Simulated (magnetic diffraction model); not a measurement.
# Magnetic neutron pattern of MgMn₂Sn₂S₆

Space group P1 (no. 1), a = 6.3190 Å, b = 6.9390 Å, c = 7.2610 Å, α = 69.70°, β = 68.35°, γ = 65.58°.

| site | atom | x | y | z |
| --- | --- | --- | --- | --- |
| 1a | Sn | 0.9447 | 0.4754 | 0.6628 |
| 1a | Sn | 0.0683 | 0.6152 | 0.0933 |
| 1a | Mn | 0.4846 | 0.0423 | 0.8924 |
| 1a | Mn | 0.2737 | 0.9056 | 0.4554 |
| 1a | S | 0.0852 | 0.2676 | 0.1835 |
| 1a | S | 0.7240 | 0.2749 | 0.8844 |
| 1a | S | 0.3200 | 0.2441 | 0.5602 |
| 1a | S | 0.7496 | 0.7124 | 0.4043 |
| 1a | S | 0.3497 | 0.7068 | 0.1237 |
| 1a | S | 0.9721 | 0.7143 | 0.7890 |
| 1a | Mg | 0.6463 | 0.3294 | 0.2225 |

The compound is invented for this exercise: a known structure type with other elements, its cell scaled to their sizes and not relaxed.

Only Mn is taken to order (form factors of Mn2+); orders and moment sizes are assumed, and not adapted to the symmetry. Radiation: neutrons of λ = 1.8 Å, 3° to 30°; isotropic B of 0.33 Å² (Sn), 0.49 Å² (Mn), 0.56 Å² (S) and 0.58 Å² (Mg). Simulated constant-wavelength pattern: nuclear and magnetic terms add, the magnetic one as |2.695 fm × Σ f S⊥ exp(2πi Q·r) exp(−B s²)|², summed over all Q at one angle with the factor 1/(sin²θ cos θ). For collinear order S is the moment m, which repeats by lattice and centring translations R with the sign exp(−2πi k·R). Free-ion form factors, Sears's scattering lengths of 1992, no absorption; a label names one of the reflections at its angle. The strongest nuclear line in the range is 100, and lines under 0.2 are left out.

Assume the order k = (0 0 0), collinear moments along [110], 1.91 μB on Mn; signs + at (0.4846, 0.0423, 0.8924), − at (0.2737, 0.9056, 0.4554).

Q: Where does magnetic intensity appear, and how strong is it?

| 2θ (°) | index | nuclear | magnetic |
| --- | --- | --- | --- |
| 15.75 | (0 0 1) | 10.4 | 19.4 |
| 16.83 | (0 1 0) | 100.0 | 2.1 |
| 18.67 | (1 0 0) | 41.2 | 3.9 |
| 19.95 | (1 1 1) | 34.3 | 0.6 |
| 20.28 | (0 1 1) | 4.0 | 8.4 |
| 20.67 | (1 1 0) | 6.0 | 1.6 |
| 21.04 | (1 0 1) | 2.4 | 6.6 |
| 25.69 | (0 1 -1) | 3.9 | 3.6 |
| 27.58 | (1 0 -1) | 16.3 | 2.0 |
| 29.14 | (1 -1 0) | 4.1 | 0.2 |
| 29.63 | (1 1 2) | 13.3 | 1.1 |

The strongest magnetic line in the range is (0 0 1) at 15.75° (19.4). On top of the Lorentz factor, which all lines share, magnetic lines fade with angle because f falls: for Mn2+ it is 0.90, 0.66, 0.41 and 0.12 at sin θ/λ = 0.1, 0.2, 0.3 and 0.5 Å⁻¹, while nuclear lengths stay constant. The order has no net moment.
